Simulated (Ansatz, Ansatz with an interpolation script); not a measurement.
An input for Ansatz 0.2.0 (AlH3 (R-3c)):

```yaml
crystal:
  lattice:
    - [2.22465, 1.2844022764, 3.9345666667]
    - [-2.22465, 1.2844022764, 3.9345666667]
    - [0.0, -2.5688045527, 3.9345666667]
  atoms:
    - { symbol: Al, position: [0.0, 0.0, 0.0] }
    - { symbol: Al, position: [0.5, 0.5, 0.5] }
    - { symbol: H, position: [0.878, 0.622, 0.25] }
    - { symbol: H, position: [0.25, 0.878, 0.622] }
    - { symbol: H, position: [0.622, 0.25, 0.878] }
    - { symbol: H, position: [0.122, 0.378, 0.75] }
    - { symbol: H, position: [0.75, 0.122, 0.378] }
    - { symbol: H, position: [0.378, 0.75, 0.122] }
kpoints:
  mp_grid: { grid: [8, 8, 8] }
hamiltonian:
  xc: lda
  pseudopotentials: { kind: paw, azcp: { folder: soft_1 }, xc_functional: pbe }
scf:
  occupations: { method: fixed }
gw:
  n_empty_bands: 99
  ecut_chi: 75
  qp_bands: [v6, c2]
  screening: { model: contour_deformation }
```

```sh
ansatz run input.yaml --threads 3 --pin off --max-ram 92160MiB --backend cuda --events-out ev --progress --plain --runs-dir out --devices 1 --max-vram 13GiB
```

Question: Estimate wall time and host memory on 1 × NVIDIA H100 80GB HBM3 (shared by 6 runs) with 3 threads of AMD EPYC 7R13 (Zen 3), shared host.

It took 3.6 min; on shared hardware allow 1.8 min to 7.1 min. Peak host memory was 1.3 GiB. The sizes that set the cost: 1309 plane waves a state, 65 irreducible k points, 105 bands summed, 101 plane waves in the screening and 6 SCF cycles.

The screening grows as filled bands × empty bands × pairs of k points, times the square of the screening basis for the matrix.

[Paths, hosts, dates, memory and timing lines, banners, echoed tables and standing remarks are left out of the program output.]

[Logs are printed without paths, hosts, clocks, repeated set-up lines and the standing remarks that a program may print on its own settings, such as how far it seeks lower states.]

[Runs of the session that timed out or met a known fault of the program may be left out.]

[Hosts, paths, dates, database ids (printed as entryN), source tags and the programs' standing remarks are cut or masked in the printed files.]
